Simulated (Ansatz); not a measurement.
# Tunnelling from Li(100) to Li(100): the current at the widest gap

Three vacuum gaps between Li(100) and Li(100) are known. What current density flows at 0.25 V across 6.5 Å?

**Method.** Ansatz 0.2.0, plane waves with PAW datasets, r2SCAN; a slab with two metal leads whose outer parts are reservoirs, with density and current solved under bias (Landauer, 300 K). The gap is counted from plane to plane of nuclei, and atoms stay on ideal sites.

Results; the value marked ? is to be predicted:

| gap (Å) | drop between the leads' cuts at 0.25 V (V) | current density at 0.25 V (A/m²) |
| --- | --- | --- |
| 3.5 | 0.150 | 1.08×10¹⁴ |
| 4.5 | 0.202 | 5.77×10¹³ |
| 5.5 | 0.233 | 2.29×10¹³ |
| 6.5 | 0.245 | ? |

Worked fit:

Tunnelling falls as exp(−βd). From 3.5 to 4.5 Å, β = ln(1.08×10¹⁴/5.77×10¹³)/1 = 0.629 Å⁻¹, and from 4.5 to 5.5 Å it is 0.925 Å⁻¹; the slope still steepens as the gap leaves contact, so the wider pair is taken. Then 2.29×10¹³ × exp(−0.925 × 1). Predicted: 9.07×10¹² A/m².

What the run gave:

6.93×10¹² A/m², so the prediction is 31 % too high. The last step has β = 1.19 Å⁻¹, an apparent barrier ħ²β²/8m of 1.4 eV: the decay of this current is still steepening. The conductances at 0 V give β = 0.929 and 1.20 Å⁻¹ for the last two steps.

Caveats: On every other k-point the currents of these runs, at any bias, move by up to 1.0 %. A semilocal functional lacks the image potential's tail.
